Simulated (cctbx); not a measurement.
# Symmetry from intensities

Cell: a = 15.9720 Å, b = 9.9530 Å, c = 5.4400 Å, α = 90.00°, β = 90.00°, γ = 90.00°. Expected content of the cell: Ir12 As4 P8 Na20.

Simulated single-crystal data (cctbx): Cu Kα, λ = 1.54184 Å, to d = 0.8 Å, 70 % of the full sphere, strongest reflection 70000 counts, noise from counting, a 6 % proportional error and a noise floor of 8 counts (s.d.); no absorption, some extinction.

Tests on the unmerged data give:

```text
4967 reflections to d = 0.800 A
centring   violations  <I/sigma> of those
    A       2062 of  2509     11.8
    B       1927 of  2468     10.7
    C       2049 of  2467     12.0
    I       2087 of  2466     12.2
    R       2828 of  3322     12.2
    F       3019 of  3722     11.5
Laue class    unique    Rint  (classes that these axes allow; Friedel mates merged)
P -1             3250   0.034
P 1 2/m 1        1858   0.037
P 1 1 2/m        1921   0.037
P 2/m 1 1        1826   0.038
P m m m          1073   0.041
space group    extra absences  I>4sigma  <I/sigma>
P 2 2 2                 0          0         -  acentric
P 2 2 21                3          0       1.0  acentric
P 21 2 2               14          0      -0.1  acentric
P 2 21 2                9          0      -0.3  acentric
P 21 21 2              23          0      -0.2  acentric
P 2 21 21              12          0       0.1  acentric
P 21 2 21              17          0       0.1  acentric
P 21 21 21             26          0      -0.0  acentric
P m m 2                 0          0         -  acentric
P 2 m m                 0          0         -  acentric
P m 2 m                 0          0         -  acentric
P 21 m a              281          0       0.1  acentric
P m 2 a               281          0       0.1  acentric
P n m 21               89          0      -0.0  acentric
P n 21 m               89          0      -0.0  acentric
P n 21 a              370          0       0.1  acentric
P m m m                 0          0         -  centric
P m m a               281          0       0.1  centric
P n m m :1             89          0      -0.0  centric
P n m m :2             89          0      -0.0  centric
P n m a               370          0       0.1  centric
Wilson B = 0.98 A^2   <|E^2-1|> = 0.916 (0.968 centric, 0.736 acentric)   E^2>4: 3.4 %
shell (A)         n   <I/sigma>
15.98 - 1.60    158     20.4
 1.60 - 1.27    142     24.0
 1.27 - 1.11    130     24.7
 1.11 - 1.01    134     21.7
 1.01 - 0.94    124     24.9
 0.94 - 0.88    131     24.0
 0.88 - 0.84    131     23.2
 0.84 - 0.80    123     23.6
```

Q: Read the symmetry from these tables.

Every centring test has many violations, so the lattice is primitive.

Rint stays low (0.034 to 0.041) up to P m m m, the highest class in these axes.

21 settings pass the absence test. The most absences obeyed, 370, belong to P n 21 a and P n m a, which absences can't tell apart.

⟨|E²−1|⟩ = 0.916 leans to a centrosymmetric structure. The Wilson B of 0.98 Å² means U ≈ 0.0124 Å².

The true group is Pnma (no. 62), Laue class mmm, centrosymmetric. The tables only narrow the choice to the tied entries; cell content, site symmetry and trial solutions must settle it.

The model was made for the exercise: a known structure type with other elements put in, its volume estimated, not relaxed; displacement parameters are assumed.

[Logs are printed without paths, hosts, clocks, repeated set-up lines and the standing remarks that a program may print on its own settings, such as how far it seeks lower states.]
